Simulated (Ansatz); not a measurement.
# How the smearing shapes the phonons of ZnPt (P4/mmm)

Aim: see how the phonons of ZnPt (P4/mmm) along the first symmetry line respond to the electronic smearing. The first relaxation steps of the session are not shown, so no cell shown is the starting entry, unless a step says so.

Method: DFT PBEsol, scalar-relativistic, plane waves, PAW, in Ansatz 0.2.0.

**1. The cell after earlier relaxation steps**

The structure is tetragonal, space group P4/mmm (No. 123). Conventional cell: a = 2.830 Å, b = 2.830 Å, c = 3.488 Å, α = 90.00°, β = 90.00°, γ = 90.00°. Zn has 8 Pt at 2.65 Å and 4 Zn at 2.83 Å nearest. Pt has 8 Zn at 2.65 Å and 4 Pt at 2.83 Å nearest. Farther neighbours are not listed.

**2. Tight relaxation**

Phonons are second derivatives about the minimum, so the remaining forces must be small: the thresholds are tightened. Earlier relaxation steps are not shown.

Contents of input.yaml:

```yaml
crystal:
  lattice:
    - [2.8295134354, 0.0, 0.0]
    - [0.0, 2.8295134354, 0.0]
    - [0.0, 0.0, 3.4877172343]
  atoms:
    - { symbol: Zn, position: [0.5, 0.5, 0.5] }
    - { symbol: Pt, position: [0.0, 0.0, 0.0] }
kpoints:
  mp_grid: { grid: [10, 10, 8] }
hamiltonian:
  xc: pbesol
scf:
  occupations: { method: methfessel_paxton, width: 0.2 }
output:
  forces: true
  stress: true
  eigenvalues: true
relax:
  adjacent_minimum: "off"
  f_tol: 0.001
  max_steps: 60
  cell: { stress_tol: 0.01 }
```

Launch:

```sh
ansatz run input.yaml --threads 4 --pin off --max-ram 8192MiB --backend cpu --events-out ev --progress --plain --runs-dir out
```

Numbers of over 12 decimals in the logs are rounded to 6 here.

What it wrote:

```text
[the first part of the log is left out]
  E_xc         = -397.856008
  E_vxc        = -357.345801  (∫ρ·V_xc dr)
  E_paw        = -11105.938275  (= ΣΔE_a)
  E_vpaw       = -684.946093  (= ΣTr[D̂ρ^β])
  E_aug_tail   = -0.000141  (compensation charges beyond the density's cutoff)
  E_ewald      = -3969.237736
  E_core_change = 1.084336  (= ΣΔE_core)
  E_smearing   = -0.000886  (= −TS)
  E_closure    = -0.000000  (closes the sum)
  Σ components = -15665.863810   (vs F -15665.863810, Δ=0.00e0)
--- Forces (eV/Å), atoms counted from 1 ---
  atom   1  Zn     0.00000000     0.00000000     0.00000000
  atom   2  Pt     0.00000000     0.00000000     0.00000000
  max |Σ_I F_I| component: 1.58e-30 eV/Å
--- Stress (GPa, compression-positive) ---
        0.004840       0.000000       0.000000
        0.000000       0.004840       0.000000
        0.000000       0.000000      -0.007911
  P = ⅓ Tr σ = 0.0006 GPa (0.006 kbar)
--- Band table (eV; the first three rows and the last of 105) ---
  k-point 0: bands = ["-79.8733", "-34.0704", "-33.9871", "-33.9871", "7.7914", "10.6281", "10.7009", "11.5221", "11.5221", "11.7784", "13.7247", "14.4017", "16.9656", "16.9656", "17.5675", "20.8011", "26.9919", "26.9919", "27.5878"]
  k-point 1: bands = ["-79.8732", "-34.0731", "-33.9870", "-33.9870", "8.0244", "10.6865", "10.7459", "11.5391", "11.5391", "11.7855", "13.6727", "14.3115", "16.8116", "16.8116", "17.5562", "19.7562", "27.4473", "27.4473", "29.0230"]
  k-point 2: bands = ["-79.8731", "-34.0796", "-33.9867", "-33.9867", "8.6983", "10.8270", "10.8618", "11.5824", "11.5824", "11.8029", "13.5395", "13.9518", "16.4637", "16.4637", "17.5289", "18.0039", "28.6942", "28.6942", "31.8474"]
  k-point 104: bands = ["-79.8563", "-34.1699", "-34.1699", "-34.0487", "11.0269", "11.2382", "11.2382", "11.8570", "12.0781", "12.5771", "13.1941", "13.1941", "17.1636", "18.7516", "21.3210", "23.6878", "23.6878", "24.0547", "25.6064"]
--- Relaxed structure (2 steps of the walk, 2 accepted, 1 SCFs on fresh bases) ---
  F+E_penalty+E_count = -15665.86380968 eV   max|allowed force component| = 7.889e-31 eV/Å   (the final SCF, on the basis selected at the relaxed cell)
  cell:  # Å, volume = 27.9213 Å³
    - [2.829662, 0.0, 0.0]
    - [0.0, 2.829662, 0.0]
    - [0.0, 0.0, 3.487112]
  atoms:
    - { symbol: Zn, position: [0.500000, 0.500000, 0.500000] }
    - { symbol: Pt, position: [0, 0, 0.0] }
```

Wall time 2.3 s (4 threads of Arm Neoverse V2, shared host); peak memory 0.35 GiB; 8.1 s of CPU time.

Little changed from the start: no atom moved by 0.005 Å and no cell edge by 0.1 %.

This step gave:

```
pressure          : 5.89e-4 GPa
volume per atom   : 13.96 Å³
metallic on mesh  : yes
gap on the k-mesh : 0 eV
```

The largest force is now zero by symmetry and the largest stress component 0.0079 GPa, small enough for phonons.

**3. Wavevectors along a line: Fermi–Dirac smearing of 0.1 eV**

Each wavevector is solved by itself, so no interpolation smooths a dip of the branch.

Contents of input.yaml:

```yaml
crystal:
  lattice:
    - [2.8296619248, 0.0, 0.0]
    - [0.0, 2.8296619248, 0.0]
    - [0.0, 0.0, 3.4871115709]
  atoms:
    - { symbol: Zn, position: [0.5, 0.5, 0.5] }
    - { symbol: Pt, position: [0.0, 0.0, 0.0] }
kpoints:
  mp_grid: { grid: [20, 20, 16] }
hamiltonian:
  xc: pbesol
scf:
  occupations: { method: fermi_dirac, width: 0.1 }
output:
  eigenvalues: true
phonons:
  method: dfpt
  qpoints: [[0, 0, 0], [0.0, 0.25, 0.0], [0.0, 0.5, 0.0]]
```

What it wrote:

```text
[...]
Crystal: 2 atoms, lattice volume = 27.921 Å³
Basis set: ecut = 420 eV, 543 PW (Γ), exchange–correlation on 40×40×48 points (8 copies of the dense FFT grid, shifted against one another)
Bands: 19, of which v1, the nominal top of the filled ones, is band 15 counted from 1 (14 counted from 0)
Symmetry: 16 space group operations
k-points: 594 of 6400
[...]
SCF iter   1: F=—  HF=-15665.878874 eV  |F-HF|=—  |Δ(HF+E_count)|=         —  Δρ=9.19e-3  dr2=2.41e-2  ethr=1.77e-3  ⟨swp⟩=4.9  Hψ=48145  notcnv=0
[...]
SCF iter   8: F=-15665.873360 eV  HF=-15665.873360 eV  |F-HF|=0.00e0  |Δ(HF+E_count)|=  1.46e-10  Δρ=2.93e-7  dr2=9.71e-12  ethr=1.00e-12  ⟨swp⟩=4.4  Hψ=56723  notcnv=0
SCF 1 converged in 8 iterations: F = -15665.873360 eV  dr2 = 9.71e-12
[...]
NSCF: frozen V_eff on 594 k-points
WARN: eigensolver did not converge in 2 slots of this pass, the one above among them; of largest residual over every band (k=85): 1 band(s) unlocked (lowest unlocked band 18, counted from 0; max residual 3.53e-5 eV among the unlocked bands, 3.53e-5 eV over every band); of lowest unlocked band (k=85): band 18
[...]
DFPT response loops at q = (0, 0, 0) (fractional): preconditioner auto → Kerker (q_TF=auto, 2.761 Å⁻¹) (partly filled bands, converged f_vac=0.000); β = 1.00, the filter's whole step (`scf.mixing.beta` (0.50) is not read by the response loops under this deck's `scf.mixing.preconditioner`; to damp them name `kerker` or `kerker_dos`, under which they read `scf.mixing.beta`, and type it under 1.00, their step now; both keys bind the ground state too); Broyden in place of MSR1
[...]
SCF converged after 8 iterations
Free energy (F): -15665.873360 eV
[...]
Internal energy: -15665.858998 eV  (E = F + TS)
E sigma→0 (E₀):  -15665.866179 eV
Entropy (-TS):   -0.014363 eV (-7.181 meV/atom)
Fermi energy:    18.482645 eV
[...]
--- Band table (eV; the first three rows and the last of 594) ---
  k-point 0: bands = [... 11 lower, 14.4002, 16.9630, 16.9630, 17.5645, 20.8007, 26.9921, 26.9921, 27.5873]
  k-point 1: bands = [... 11 lower, 14.3790, 16.9223, 16.9223, 17.5615, 20.4961, 27.1082, 27.1082, 27.9889]
  k-point 2: bands = [... 11 lower, 14.3101, 16.8090, 16.8090, 17.5532, 19.7556, 27.4475, 27.4475, 29.0225]
  k-point 593: bands = [... 11 lower, 13.1928, 17.1612, 18.7500, 21.3213, 23.6872, 23.6872, 24.0556, 25.6066]
--- Phonons (Γ-DFPT): 4 representative perturbations + reference (Σ response iterations 12) ---
  ASR residual: 5.727e-4 → 0.000e0 eV/Å²; symmetrization residual: 1.439e-5 eV/Å²
  ASR residual per site (eV/Å²): 8.75e-5 5.73e-4
  Γ frequencies (cm⁻¹): 0.00 0.00 0.00 158.79 158.79 205.50
  non-analytic LO–TO correction: not included (Born effective charges unavailable; polar crystals: no LO–TO splitting at Γ)
--- Phonons (arbitrary-q DFPT): 3 explicit q-points ---
  q = [0, 0, 0] (of the zone-centre solve; hermiticity 3.78e-6, symmetrization 1.80e-13): -0.00 -0.00 0.00 158.79 158.79 205.50
  q = [0, 0.25, 0] (6 solved perturbations on 1980 of 6400 k-point pairs; hermiticity 1.28e-6, symmetrization 1.80e-14): 55.66 64.69 116.35 151.68 187.19 194.72
[...]
sum rule: each row above includes the acoustic sum rule's correction from the zone centre's row sums; it moved no ω² by more than (0.89 cm⁻¹)²
```

Elapsed: 3.6 min, on 4 threads; peak memory 2.8 GiB; 14 min of CPU time.

Each wavevector solved by linear response. The frequency by |q| along the line:

| \|q\| along the line (Å⁻¹) | mode 1 (cm⁻¹) | mode 2 (cm⁻¹) | mode 3 (cm⁻¹) | mode 4 (cm⁻¹) | mode 5 (cm⁻¹) | mode 6 (cm⁻¹) |
| --- | --- | --- | --- | --- | --- | --- |
| 0.000 | 0 | 0 | 0 | 159 | 159 | 206 |
| 0.555 | 55.7 | 64.7 | 116 | 152 | 187 | 195 |
| 1.110 | 84.0 | 92.5 | 143 | 160 | 183 | 211 |

**4. Wavevectors along a line: Fermi–Dirac smearing of 0.25 eV**

The smearing blurs the Fermi surface that screens the phonons; a Fermi–Dirac width is an electronic temperature.

Edit input.yaml of step 3 so:

```diff
@@ -13,3 +13,3 @@
 scf:
-  occupations: { method: fermi_dirac, width: 0.1 }
+  occupations: { method: fermi_dirac, width: 0.25 }
 output:
```

Wider smearing eases the sum over k-points of a metal but moves the result away from its zero-temperature value.

What it wrote:

```text
band count auto-derived: 20 (N_el = 30.0; filled up to band 15; 19 by the electrons, moments and atoms)
[...]
Crystal: 2 atoms, lattice volume = 27.921 Å³
Basis set: ecut = 420 eV, 543 PW (Γ), exchange–correlation on 40×40×48 points (8 copies of the dense FFT grid, shifted against one another)
Bands: 20, of which v1, the nominal top of the filled ones, is band 15 counted from 1 (14 counted from 0)
Symmetry: 16 space group operations
k-points: 594 of 6400
[...]
SCF iter   1: F=—  HF=-15665.919158 eV  |F-HF|=—  |Δ(HF+E_count)|=         —  Δρ=9.49e-3  dr2=2.66e-2  ethr=1.77e-3  ⟨swp⟩=4.9  Hψ=48320  notcnv=0
[...]
SCF iter   8: F=-15665.912946 eV  HF=-15665.912946 eV  |F-HF|=1.82e-12  |Δ(HF+E_count)|=  9.28e-11  Δρ=2.61e-7  dr2=5.22e-12  ethr=1.00e-12  ⟨swp⟩=4.1  Hψ=56142  notcnv=0
SCF 1 converged in 8 iterations: F = -15665.912946 eV  dr2 = 5.22e-12
[...]
SCF converged after 8 iterations
Free energy (F): -15665.912946 eV
[...]
Internal energy: -15665.812511 eV  (E = F + TS)
E sigma→0 (E₀):  -15665.862728 eV
Entropy (-TS):   -0.100436 eV (-50.218 meV/atom)
Fermi energy:    18.507011 eV
[...]
--- Band table (eV; the first three rows and the last of 594) ---
  k-point 0: bands = [... 11 lower, 14.3988, 16.9594, 16.9594, 17.5551, 20.8008, 26.9932, 26.9932, 27.5876, ... 1 higher]
  k-point 1: bands = [... 11 lower, 14.3776, 16.9187, 16.9187, 17.5521, 20.4962, 27.1092, 27.1092, 27.9892, ... 1 higher]
  k-point 2: bands = [... 11 lower, 14.3087, 16.8055, 16.8055, 17.5438, 19.7558, 27.4484, 27.4484, 29.0226, ... 1 higher]
  k-point 593: bands = [... 11 lower, 13.1912, 17.1598, 18.7407, 21.3234, 23.6832, 23.6832, 24.0603, 25.6079, ... 1 higher]
[...]
ASR residual: 6.075e-4 → 0.000e0 eV/Å²; symmetrization residual: 1.378e-5 eV/Å²
  ASR residual per site (eV/Å²): 9.50e-5 6.07e-4
  Γ frequencies (cm⁻¹): 0.00 0.00 0.00 158.52 158.52 205.81
[...]
--- Phonons (arbitrary-q DFPT): 3 explicit q-points ---
[...]
```

It took 3.7 min on 4 threads; peak memory 2.9 GiB; 14 min of CPU time.

Each wavevector solved by linear response. Frequency against |q| along the line:

| \|q\| along the line (Å⁻¹) | mode 1 (cm⁻¹) | mode 2 (cm⁻¹) | mode 3 (cm⁻¹) | mode 4 (cm⁻¹) | mode 5 (cm⁻¹) | mode 6 (cm⁻¹) |
| --- | --- | --- | --- | --- | --- | --- |
| 0.000 | 0 | 0 | 0 | 159 | 159 | 206 |
| 0.555 | 55.2 | 64.6 | 116 | 151 | 186 | 195 |
| 1.110 | 83.3 | 92.0 | 143 | 160 | 183 | 210 |

Against step 3 (now smearing width 0.25 eV), the free energy moves by -19.8 meV an atom.

**5. Phonons along a line: Fermi–Dirac smearing of 0.04 eV**

Each wavevector is solved by itself, so no interpolation smooths a dip of the branch.

Edit input.yaml of step 4 so:

```diff
@@ -13,3 +13,3 @@
 scf:
-  occupations: { method: fermi_dirac, width: 0.25 }
+  occupations: { method: fermi_dirac, width: 0.04 }
 output:
```

Narrower smearing comes nearer the zero-temperature value but asks more of the mesh.

What it wrote:

```text
[...]
Crystal: 2 atoms, lattice volume = 27.921 Å³
Basis set: ecut = 420 eV, 543 PW (Γ), exchange–correlation on 40×40×48 points (8 copies of the dense FFT grid, shifted against one another)
Bands: 19, of which v1, the nominal top of the filled ones, is band 15 counted from 1 (14 counted from 0)
Symmetry: 16 space group operations
k-points: 594 of 6400
[...]
SCF iter   1: F=—  HF=-15665.872909 eV  |F-HF|=—  |Δ(HF+E_count)|=         —  Δρ=9.21e-3  dr2=2.41e-2  ethr=1.77e-3  ⟨swp⟩=5.4  Hψ=48920  notcnv=0
[...]
SCF iter   8: F=-15665.867451 eV  HF=-15665.867451 eV  |F-HF|=3.64e-12  |Δ(HF+E_count)|=  1.26e-10  Δρ=2.94e-7  dr2=9.51e-12  ethr=1.00e-12  ⟨swp⟩=4.5  Hψ=57130  notcnv=0
SCF 1 converged in 8 iterations: F = -15665.867451 eV  dr2 = 9.51e-12
[...]
SCF converged after 8 iterations
Free energy (F): -15665.867451 eV
[...]
Internal energy: -15665.865330 eV  (E = F + TS)
E sigma→0 (E₀):  -15665.866391 eV
Entropy (-TS):   -0.002121 eV (-1.060 meV/atom)
Fermi energy:    18.490653 eV
[...]
--- Band table (eV; the first three rows and the last of 594) ---
  k-point 0: bands = [... 11 lower, 14.4001, 16.9632, 16.9632, 17.5656, 20.8006, 26.9920, 26.9920, 27.5872]
  k-point 1: bands = [... 11 lower, 14.3789, 16.9226, 16.9226, 17.5627, 20.4960, 27.1081, 27.1081, 27.9888]
  k-point 2: bands = [... 11 lower, 14.3100, 16.8092, 16.8092, 17.5543, 19.7555, 27.4473, 27.4473, 29.0224]
  k-point 593: bands = [... 11 lower, 13.1929, 17.1610, 18.7514, 21.3211, 23.6877, 23.6877, 24.0549, 25.6064]
[...]
ASR residual: 1.246e-4 → 0.000e0 eV/Å²; symmetrization residual: 1.470e-5 eV/Å²
  ASR residual per site (eV/Å²): 8.68e-5 1.25e-4
  Γ frequencies (cm⁻¹): 0.00 0.00 0.00 158.84 158.84 205.60
[...]
--- Phonons (arbitrary-q DFPT): 3 explicit q-points ---
[...]
```

The job ended after 3.6 min (4 threads; peak memory 2.8 GiB; 14 min of CPU time).

Each wavevector solved by linear response. Frequency against |q| along the line:

| \|q\| along the line (Å⁻¹) | mode 1 (cm⁻¹) | mode 2 (cm⁻¹) | mode 3 (cm⁻¹) | mode 4 (cm⁻¹) | mode 5 (cm⁻¹) | mode 6 (cm⁻¹) |
| --- | --- | --- | --- | --- | --- | --- |
| 0.000 | 0 | 0 | 0 | 159 | 159 | 206 |
| 0.555 | 55.8 | 64.7 | 116 | 152 | 187 | 195 |
| 1.110 | 84.0 | 92.5 | 143 | 161 | 183 | 212 |

Against step 3 (now smearing width 0.04 eV), the free energy moves by +3.0 meV an atom.

**6. Phonons along a line: Methfessel–Paxton smearing of 0.2 eV**

The smearing blurs the Fermi surface that screens the phonons; a Methfessel–Paxton width blurs it less than a thermal one.

Edit input.yaml of step 5 so:

```diff
@@ -13,3 +13,3 @@
 scf:
-  occupations: { method: fermi_dirac, width: 0.04 }
+  occupations: { method: methfessel_paxton, width: 0.2 }
 output:
```

What it wrote:

```text
[...]
Crystal: 2 atoms, lattice volume = 27.921 Å³
Basis set: ecut = 420 eV, 543 PW (Γ), exchange–correlation on 40×40×48 points (8 copies of the dense FFT grid, shifted against one another)
Bands: 19, of which v1, the nominal top of the filled ones, is band 15 counted from 1 (14 counted from 0)
Symmetry: 16 space group operations
k-points: 594 of 6400
[...]
SCF iter   1: F=—  HF=-15665.871672 eV  |F-HF|=—  |Δ(HF+E_count)|=         —  Δρ=9.20e-3  dr2=2.41e-2  ethr=1.77e-3  ⟨swp⟩=4.8  Hψ=46601  notcnv=0
[...]
SCF iter   8: F=-15665.866204 eV  HF=-15665.866204 eV  |F-HF|=3.64e-12  |Δ(HF+E_count)|=  1.36e-10  S|Δr|=    0.00e0  Δρ=2.94e-7  dr2=9.56e-12  ethr=1.00e-12  ⟨swp⟩=4.5  Hψ=57108  notcnv=0
SCF 1 converged in 8 iterations: F = -15665.866204 eV  dr2 = 9.56e-12
[...]
SCF converged after 8 iterations
Stability not checked: this state was not tested for a lower state beside it, because cold or Methfessel-Paxton smearing, or corrected tetrahedra, fill the levels in a way that the test cannot read (fill_not_monotonic; see scf.lower_state_search)
Free energy (F): -15665.866204 eV
[...]
Internal energy: -15665.866534 eV  (E = F + TS)
E sigma→0 (E₀):  -15665.866286 eV
Entropy (-TS):   0.000330 eV (0.165 meV/atom)
Fermi energy:    18.485944 eV
[...]
--- Band table (eV; the first three rows and the last of 594) ---
  k-point 0: bands = [... 11 lower, 14.4001, 16.9632, 16.9632, 17.5656, 20.8007, 26.9920, 26.9920, 27.5872]
  k-point 1: bands = [... 11 lower, 14.3789, 16.9225, 16.9225, 17.5627, 20.4960, 27.1080, 27.1080, 27.9888]
  k-point 2: bands = [... 11 lower, 14.3101, 16.8092, 16.8092, 17.5543, 19.7555, 27.4473, 27.4473, 29.0224]
  k-point 593: bands = [... 11 lower, 13.1929, 17.1609, 18.7512, 21.3211, 23.6878, 23.6878, 24.0547, 25.6063]
[...]
ASR residual: 8.632e-5 → 0.000e0 eV/Å²; symmetrization residual: 1.401e-5 eV/Å²
  ASR residual per site (eV/Å²): 8.63e-5 6.98e-5
  Γ frequencies (cm⁻¹): 0.00 0.00 0.00 158.85 158.85 205.52
[...]
--- Phonons (arbitrary-q DFPT): 3 explicit q-points ---
[...]
```

Wall time 3.7 min (4 threads); peak memory 2.8 GiB; 14 min of CPU time.

Each wavevector solved by linear response. The frequency by |q| along the line:

| \|q\| along the line (Å⁻¹) | mode 1 (cm⁻¹) | mode 2 (cm⁻¹) | mode 3 (cm⁻¹) | mode 4 (cm⁻¹) | mode 5 (cm⁻¹) | mode 6 (cm⁻¹) |
| --- | --- | --- | --- | --- | --- | --- |
| 0.000 | 0 | 0 | 0 | 159 | 159 | 206 |
| 0.555 | 55.8 | 64.7 | 116 | 152 | 187 | 195 |
| 1.110 | 84.1 | 92.4 | 143 | 161 | 183 | 212 |

Against step 3 (now occupations Methfessel-Paxton and smearing width 0.2 eV), the free energy moves by +3.6 meV an atom.

**7. Smearing and the soft branch**

Table of lowest frequency by |q| along the line:

| \|q\| along the line (Å⁻¹) | fermi dirac 0.1 eV, k 20x20x16 (cm⁻¹) | fermi dirac 0.25 eV, k 20x20x16 (cm⁻¹) | fermi dirac 0.04 eV, k 20x20x16 (cm⁻¹) | methfessel paxton 0.2 eV, k 20x20x16 (cm⁻¹) |
| --- | --- | --- | --- | --- |
| 0.000 | 0 | 0 | 0 | 0 |
| 0.555 | 55.7 | 55.2 | 55.8 | 55.8 |
| 1.110 | 84.0 | 83.3 | 84.0 | 84.1 |

**8. Summary of results**

| Quantity | Value |
| --- | --- |
| phonon run of the rows without a label of their own | PBEsol, k 20×20×16 |
| lowest branch at the last solved point, Fermi–Dirac 0.1 eV | 84.0 cm⁻¹ at \|q\| = 1.11 Å⁻¹ |
| lowest branch at the last solved point, Fermi–Dirac 0.25 eV | 83.3 cm⁻¹ at \|q\| = 1.11 Å⁻¹ |
| lowest branch at the last solved point, Fermi–Dirac 0.04 eV | 84.0 cm⁻¹ at \|q\| = 1.11 Å⁻¹ |
| lowest branch at the last solved point, Methfessel–Paxton 0.2 eV | 84.1 cm⁻¹ at \|q\| = 1.11 Å⁻¹ |

**Reading.** No branch softens by more than 4 % of the top frequency as the smearing narrows, so no anomaly that hangs on the smearing shows at these points. The line holds 3 wavevectors, so a narrow dip between them would be missed. Between Fermi–Dirac 0.25 eV and Fermi–Dirac 0.04 eV the largest change, with modes counted by rank of frequency, is in mode 6 at |q| = 1.11 Å⁻¹, from 210 to 212 cm⁻¹; the branches hardly feel the smearing. Where branches cross, a count by rank can hide a softening. At the narrowest width the k mesh may not resolve the Fermi surface, so part of the change can be mesh noise. Spin–orbit coupling, left out here, matters for Pt.

[Logs are printed without paths, hosts, clocks, repeated set-up lines and the standing remarks that a program may print on its own settings, such as how far it seeks lower states.]

[Hosts, paths, dates, database ids (printed as entryN), source tags and the programs' standing remarks are cut or masked in the printed files.]
